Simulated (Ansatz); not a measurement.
# Al3GaN4 (Pm):V_Ga, thermodynamic levels from a 96-atom cell

Charge states of V_Ga in Al3GaN4 (Pm), set against the band edges. Model: a cell of 96 host atoms with 1 Ga taken out.

Method: place-levels on PBEsol runs: charge-transition levels and formation energies with image-charge correction and potential alignment at the atomic sites, in Ansatz 0.2.0.

## 1. Set-up

The cell holds 95 atoms: 36 Al, 11 Ga and 48 N. Cell: a = 10.087 Å, b = 9.390 Å, c = 10.836 Å, α = 90.0°, β = 90.0°, γ = 90.0°. It derives from Al3GaN4 (space group Pm). Nearest the centre at fractional (0.750, 0.667, 0.333): N71 at 1.93 Å, N86 at 1.93 Å, N87 at 1.94 Å, N84 at 1.96 Å, N37 at 3.09 Å, Al83 at 3.10 Å, Al66 at 3.10 Å, Al82 at 3.10 Å.

Known beforehand: the electronic dielectric constant, (4.99, 4.79, 4.80), and the static one, (9.98, 8.63, 8.67), from a response run on this crystal (DFPT, PBEsol) at that run's own cell.

The cell's shortest repeat is 9.4 Å.

## 2. Charge states

A transition level is the Fermi level at which two charge states cost the same, so each charge needs its own total energy, at its own relaxed structure.

Each atom starts 0.05 Å or so off its site in a random direction: a symmetric start keeps its symmetry, and would miss off-centre moves and Jahn–Teller distortions. Forces are taken at one point at (¼, ¼, ¼). The cell holds 3 electrons more than the neutral one, with a uniform background that keeps it neutral on the whole.

The sampling was tested on the host first: at the k-points planned (1x1x1 shifted 0.25 0.25 0.25) its energy lies 0.000 eV an atom from the dense-mesh value, under the bound of 0.02 eV set for this test; that bounds the host's error, not the defect's.

One state's input; the others differ in charge, spin, start and seed, and in occupations where the table says so.

Input file qm3.relax/input.yaml:

```yaml
crystal:
  lattice:
    - [5.04346018, 0.0, 0.00012639]
    - [0.0, 3.13005226, 0.0]
    - [-0.00322408, 0.0, 5.41800952]
  atoms:
    - { symbol: Al, position: [0.50022857, 0.5, 0.16733093] }
    - { symbol: Al, position: [0.00091951, 0.5, 0.83480524] }
    - { symbol: Al, position: [0.00108727, 0.0, 0.33169215] }
    - { symbol: Ga, position: [0.49941951, 0.0, 0.66620202] }
    - { symbol: "N", position: [0.11117457, 0.0, 0.66632662] }
    - { symbol: "N", position: [0.12245535, 0.5, 0.16715505] }
    - { symbol: "N", position: [0.6251239, 0.5, 0.84019356] }
    - { symbol: "N", position: [0.62319033, 0.0, 0.32629544] }
  supercell: [2, 3, 2]
  defects: [{ vacancy: 83 }]
total_charge: -3
basis:
  ecutwfc: 420
  xc_grid: 2
hamiltonian:
  xc: pbesol
kpoints:
  mp_grid: { grid: [1, 1, 1], shift: [0.25, 0.25, 0.25] }
scf:
  occupations: { method: fixed }
  max_iter: 100
output:
  forces: true
  charged_corrections: { epsilon: [4.99, 4.79, 4.8], static_epsilon: [9.98, 8.63, 8.67] }
relax:
  f_tol: 0.02
  max_steps: 80
  random_displacement: { amplitude: 0.05, seed: 971 }
checkpoint:
  write: "../qm3.relax.run"
  compress: false
  write_wavefunctions: true
  write_every: 100000
```

Run with:

```bash
$ ansatz run input.yaml --threads 4 --pin off --max-ram 14131MiB --backend cpu --events-out ev --progress --plain --runs-dir out
```

The relaxed structure is kept and the sampling changed to a 2×2×2 shifted mesh.

The run of this state that the levels use, under PBEsol:

Input file qm3.point/input.yaml:

```yaml
crystal:
  checkpoint: "../qm3.relax.run"
  host: checkpoint
total_charge: -3
basis:
  ecutwfc: 420
  xc_grid: 2
hamiltonian:
  xc: pbesol
kpoints:
  mp_grid: { grid: [2, 2, 2], shift: [0.5, 0.5, 0.5] }
scf:
  occupations: { method: fermi_dirac, width: 0.01 }
  max_iter: 100
output:
  forces: true
  eigenvalues: true
  charged_corrections:
    epsilon: [4.99, 4.79, 4.8]
    static_epsilon: [9.98, 8.63, 8.67]
    defect_position: [0.74971, 0.666667, 0.333101]
  eigenstates: { localisation: true }
  populations: true
  band_densities: [{ bands: [v1, v1] }, { bands: [c1, c1] }]
  write_density: true
  write_potential: true
  volumetric_format: npy
  elf: true
checkpoint:
  read: "../qm3.relax.run"
  write: "../qm3.point.run"
  compress: false
  write_wavefunctions: false
  write_every: 100000
```

Relaxations under PBEsol at one point at (¼, ¼, ¼); times on 4 threads of Arm Neoverse V2, shared host:

```
charge  moment (μB)  occupations        outcome  steps  largest displacement against the far atoms (Å)     time
    −3            0        fixed      converged      6                                            0.20    2 min
    −2            1        fixed      converged      6                                            0.18  5.4 min
    −1            0        fixed  not converged      -                                               -  1.8 min
    −1            0  fermi-dirac      converged      5                                            0.19  2.4 min
    −1            2        fixed      converged      5                                            0.16  4.3 min
     0            1        fixed      converged      6                                            0.22  5.2 min
     0            3        fixed      converged      5                                            0.17  3.4 min
    +1            0        fixed      converged      6                                            0.22  2.5 min
    +1            2        fixed      converged      6                                            0.21  6.1 min
```

Single points under PBEsol at a 2×2×2 shifted mesh; times on 4 threads of Arm Neoverse V2, shared host:

```
charge  moment (μB)  occupations    outcome     time
    −3            0  fermi-dirac  converged  2.5 min
    −2            1  fermi-dirac  converged  6.2 min
    −1            0  fermi-dirac  converged  2.8 min
    −1            2  fermi-dirac  converged  5.9 min
     0            1  fermi-dirac  converged  5.4 min
     0            3  fermi-dirac  converged  5.4 min
    +1            0  fermi-dirac  converged  2.7 min
    +1            2  fermi-dirac  converged  4.9 min
```

Distances (Å) from the ideal centre to the nearest atoms after relaxation with PBEsol:

```
charge  moment (μB)      1.      2.      3.      4.       5.       6.
    −3            0  N 2.08  N 2.09  N 2.14  N 2.15  Al 3.04  Al 3.04
    −2            1  N 2.10  N 2.11  N 2.12  N 2.12  Al 3.03  Al 3.06
    −1            0  N 2.10  N 2.11  N 2.12  N 2.12  Al 3.06  Al 3.07
    −1            2  N 2.08  N 2.10  N 2.11  N 2.11  Al 3.07  Al 3.07
     0            1  N 2.06  N 2.07  N 2.11  N 2.18  Al 3.10  Al 3.10
     0            3  N 2.08  N 2.08  N 2.11  N 2.12  Al 3.09  Al 3.09
    +1            0  N 2.13  N 2.14  N 2.14  N 2.16   N 3.07  Al 3.09
    +1            2  N 2.12  N 2.13  N 2.16  N 2.17   N 3.07  Al 3.12
```

## 3. Placing the levels, PBEsol

A charged cell interacts with its images and the background, and its potential has another zero than the host's. place-levels removes the first by a point-charge model, screened by the static dielectric constant since the ions have relaxed around the charge, and the second by comparing potentials at atoms far from the defect.

The host is a run of the defect-free crystal in the same cutoffs, grids and k-points, so that basis and sampling errors cancel in part in the differences. Its band edges come from a run of the primitive cell that searches the zone for them. The host is run in a cell of 48 atoms on a matching mesh. Chemical potentials are energies per atom of Ga (alpha-Ga (Cmce)), run with the same functional and cutoff.

Input file levels.point.yaml:

```yaml
host:
  run: host.point.run
  levels_from: { run: edges.point.run }
states: [qm3.point.run, qm2_M1.point.run, qm1.point.run, qm1_M2.point.run, q0_M1.point.run, q0_M3.point.run, qp1.point.run, qp1_M2.point.run]
geometry_from:
  qm3.point.run: qm3.relax.run
  qm2_M1.point.run: qm2_M1.relax.run
  qm1.point.run: qm1.relax_smeared.run
  qm1_M2.point.run: qm1_M2.relax.run
  q0_M1.point.run: q0_M1.relax.run
  q0_M3.point.run: q0_M3.relax.run
  qp1.point.run: qp1.relax.run
  qp1_M2.point.run: qp1_M2.relax.run
  host.point.run: host.relax.run
chemical_potentials:
  Ga:
    energy: -3743.200989
    dataset: "<sha256 of the dataset>"
epsilon: [4.99, 4.79, 4.8]
static_epsilon: [9.98, 8.63, 8.67]
vertical:
  - { from: qm3.point.run, to: qm3.point_neutral.run }
  - { from: qm2_M1.point.run, to: qm2_M1.point_neutral.run }
  - { from: qm1.point.run, to: qm1.point_neutral.run }
  - { from: qm1_M2.point.run, to: qm1_M2.point_neutral.run }
  - { from: qp1.point.run, to: qp1.point_neutral.run }
  - { from: qp1_M2.point.run, to: qp1_M2.point_neutral.run }
```

Run with:

```bash
$ ansatz place-levels levels.point.yaml -- --threads 4 --pin off --max-ram 14131MiB
```

Numbers of over 12 decimals in the logs are rounded to 6 here.

What it wrote:

```text
[... repeated set-up lines and file paths are left out, and long positions are rounded to six places ...]
(+1/0) 0.139 eV beneath the valence edge, in the valence band
(0/-1) 0.917 eV above the valence edge, 2.559 eV under the conduction edge
(-1/-2) 1.558 eV above the valence edge, 1.919 eV under the conduction edge
(-2/-3) 2.273 eV above the valence edge, 1.204 eV under the conduction edge
formation energy of charge +1: +7.885 eV with the Fermi level at the valence edge
formation energy of charge 0: +7.745 eV with the Fermi level at the valence edge
formation energy of charge -1: +8.662 eV with the Fermi level at the valence edge
formation energy of charge -2: +10.220 eV with the Fermi level at the valence edge
formation energy of charge -3: +12.493 eV with the Fermi level at the valence edge
vertical -3 to 0: no energy, since no alignment is typed
  the change from vertical[0].from (qm3.point.run) to vertical[0].to (qm3.point_neutral.run): by its potential at epsilon [4.99, 4.79, 4.8] it stands at 0.778 0.667 0.347, with an rms radius of about 3.1 Å (1.7 1.8 1.8 Å across the planes of the cell's [...]
vertical -2 to 0: no energy, since no alignment is typed
  the change from vertical[1].from (qm2_M1.point.run) to vertical[1].to (qm2_M1.point_neutral.run): by its potential at epsilon [4.99, 4.79, 4.8] it stands at 0.785 0.666 0.297, with an rms radius of about 3.1 Å (1.6 1.6 2.0 Å across the planes of the cell's [...]
vertical -1 to 0: no energy, since no alignment is typed
  the change from vertical[2].from (qm1.point.run) to vertical[2].to (qm1.point_neutral.run): by its potential at epsilon [4.99, 4.79, 4.8] it stands at 0.790 0.665 0.269, with an rms radius of about 2.8 Å (1.4 1.4 2.0 Å across the planes of the cell's [...]
vertical -1 to 0: no energy, since no alignment is typed
  the change from vertical[3].from (qm1_M2.point.run) to vertical[3].to (qm1_M2.point_neutral.run): by its potential at epsilon [4.99, 4.79, 4.8] it stands at 0.801 0.623 0.371, with an rms radius of about 2.9 Å (1.2 1.9 1.8 Å across the planes of the cell's [...]
vertical +1 to 0: no energy, since no alignment is typed
  the change from vertical[4].from (qp1.point.run) to vertical[4].to (qp1.point_neutral.run): by its potential at epsilon [4.99, 4.79, 4.8] it stands at 0.789 0.588 0.305, with an rms radius of about 4.4 Å (2.5 2.4 2.7 Å across the planes of the cell's [...]
vertical +1 to 0: no energy, since no alignment is typed
  the change from vertical[5].from (qp1_M2.point.run) to vertical[5].to (qp1_M2.point_neutral.run): by its potential at epsilon [4.99, 4.79, 4.8] it stands at 0.759 0.700 0.325, with an rms radius of about 3.0 Å (1.7 1.7 1.9 Å across the planes of the cell's [...]
  edges by pbesol of host.levels_from (edges.point.run), its mesh sampled to repeats of 27.09 Å (the valence edge +0.128 eV and the conduction edge -0.782 eV from those of the host's own run), gap 3.477 eV; the host is sampled to repeats of 27.56 Å
  the defect's cells are sampled to repeats of 27.56 Å, like sampling
  charge +1: -78344.8564 eV with its correction of -0.094 eV, at epsilon [9.98, 8.63, 8.67], aligned at sites: -0.3156 eV, mean over 57 atomic sites at or beyond 4.70 Å from the defect at [0.7497, 0.6667, 0.3331], with +0.003938 for the charge's moments and [...]
  charge 0: +0.000 eV for its dipole among its images, +0.000 omitted
  charge -1: -78328.7328 eV with its correction of +0.482 eV, at epsilon [9.98, 8.63, 8.67], aligned at sites: -0.2603 eV, mean over 57 atomic sites at or beyond 4.70 Å from the defect at [0.7497, 0.6667, 0.3331], with +0.000000 for the charge's moments and [...]
  charge -2: -78319.5019 eV with its correction of +1.362 eV, at epsilon [9.98, 8.63, 8.67], aligned at sites: -0.2376 eV, mean over 57 atomic sites at or beyond 4.70 Å from the defect at [0.7497, 0.6667, 0.3331], with +0.000000 for the charge's moments and [...]
  states[1] (qm2_M1.point.run): levels filled in part (TS 0.001 eV): its energy is of no whole electron's
  charge -3: -78309.5562 eV with its correction of +2.653 eV, at epsilon [9.98, 8.63, 8.67], aligned at sites: -0.2193 eV, mean over 57 atomic sites at or beyond 4.70 Å from the defect at [0.7497, 0.6667, 0.3331], with +0.000000 for the charge's moments and [...]
  charge +1: states[6] (qp1.point.run) stands 0.461 eV higher, with a moment of 0.00 μB against 2.00
  states[6] (qp1.point.run): levels filled in part (TS 0.002 eV): its energy is of no whole electron's
  charge 0: states[4] (q0_M1.point.run) stands 0.150 eV higher, with a moment of 1.00 μB against 3.00
  charge -1: states[2] (qm1.point.run) stands 0.319 eV higher, with a moment of 0.00 μB against 2.00
  states[2] (qm1.point.run): levels filled in part (TS 0.023 eV): its energy is of no whole electron's
  of states[7] (qp1_M2.point.run): it parts from the run at its places by a charge that spreads by about 1.7 Å along one vector (1.6 Å or more is wide), by its potential at epsilon [4.99, 4.79, 4.8], taken for that of held ions (one typed too small widens [...]
  of states[3] (qm1_M2.point.run): it parts from the run at its places by a charge that spreads by about 1.9 Å along one vector (1.6 Å or more is wide), by its potential at epsilon [4.99, 4.79, 4.8], taken for that of held ions (one typed too small widens [...]
  of states[1] (qm2_M1.point.run): it parts from the run at its places by a charge that spreads by about 2 Å along one vector (1.9 Å or more is wide), by its potential at epsilon [4.99, 4.79, 4.8], taken for that of held ions (one typed too small widens it), [...]
  of states[0] (qm3.point.run): it parts from the run at its places by a charge that spreads by about 1.8 Å along one vector (1.6 Å or more is wide), by its potential at epsilon [4.99, 4.79, 4.8], taken for that of held ions (one typed too small widens it), [...]
  of states[6] (qp1.point.run): it parts from the run at its places by a charge that spreads by about 2.4 Å along one vector (1.6 Å or more is wide), by its potential at epsilon [4.99, 4.79, 4.8], taken for that of held ions (one typed too small widens it), [...]
  of states[2] (qm1.point.run): it parts from the run at its places by a charge that spreads by about 2 Å along one vector (1.9 Å or more is wide), by its potential at epsilon [4.99, 4.79, 4.8], taken for that of held ions (one typed too small widens it), [...]
  of vertical[0].from (qm3.point.run): it parts from the run at its places by a charge that spreads by about 1.8 Å along one vector (1.6 Å or more is wide), by its potential at epsilon [4.99, 4.79, 4.8], taken for that of held ions (one typed too small widens [...]
  vertical[1].from (qm2_M1.point.run): levels filled in part (TS 0.001 eV): its energy is of no whole electron's
  of vertical[1].from (qm2_M1.point.run): it parts from the run at its places by a charge that spreads by about 2 Å along one vector (1.9 Å or more is wide), by its potential at epsilon [4.99, 4.79, 4.8], taken for that of held ions (one typed too small [...]
  of vertical[1].to (qm2_M1.point_neutral.run): it set out from the moments of a save, which an earlier run chose (saved_moments_taken)
  vertical[2].from (qm1.point.run): levels filled in part (TS 0.023 eV): its energy is of no whole electron's
  of vertical[2].from (qm1.point.run): it parts from the run at its places by a charge that spreads by about 2 Å along one vector (1.9 Å or more is wide), by its potential at epsilon [4.99, 4.79, 4.8], taken for that of held ions (one typed too small widens [...]
  of vertical[3].from (qm1_M2.point.run): it parts from the run at its places by a charge that spreads by about 1.9 Å along one vector (1.6 Å or more is wide), by its potential at epsilon [4.99, 4.79, 4.8], taken for that of held ions (one typed too small [...]
  of vertical[3].to (qm1_M2.point_neutral.run): it set out from the moments of a save, which an earlier run chose (saved_moments_taken); seeded_moment_not_kept
  vertical[4].from (qp1.point.run): levels filled in part (TS 0.002 eV): its energy is of no whole electron's
  of vertical[4].from (qp1.point.run): its displacements don't fall off away from the defect: farther atoms stand 0.011 Å off the host's places. [...]
  of vertical[4].to (qp1.point_neutral.run): its displacements don't fall off away from the defect: farther atoms stand 0.011 Å off the host's places. [...]
  of vertical[5].from (qp1_M2.point.run): its displacements don't fall off away from the defect: farther atoms stand 0.01 Å off the host's places. [...]
  of vertical[5].to (qp1_M2.point_neutral.run): its displacements don't fall off away from the defect: farther atoms stand 0.01 Å off the host's places. [...]
```

Elapsed: 0.93 s, on 4 threads of Arm Neoverse V2, shared host.

(Continued in part 2 of 2.)

[Logs are printed without paths, hosts, clocks, repeated set-up lines and the standing remarks that a program may print on its own settings, such as how far it seeks lower states.]

[Hosts, paths, dates, database ids (printed as entryN), source tags and the programs' standing remarks are cut or masked in the printed files.]

[Where a table of states has a column of steps, it counts the stored structures, which are thinned; the runs took as many ionic steps or more.]

[A defect's name tells the site on which it was built; relaxed atoms can leave that site.]

[For some hosts the program warned that the k-mesh of the response run may be too coarse for force constants and the static dielectric constant; such warnings are not shown here.]
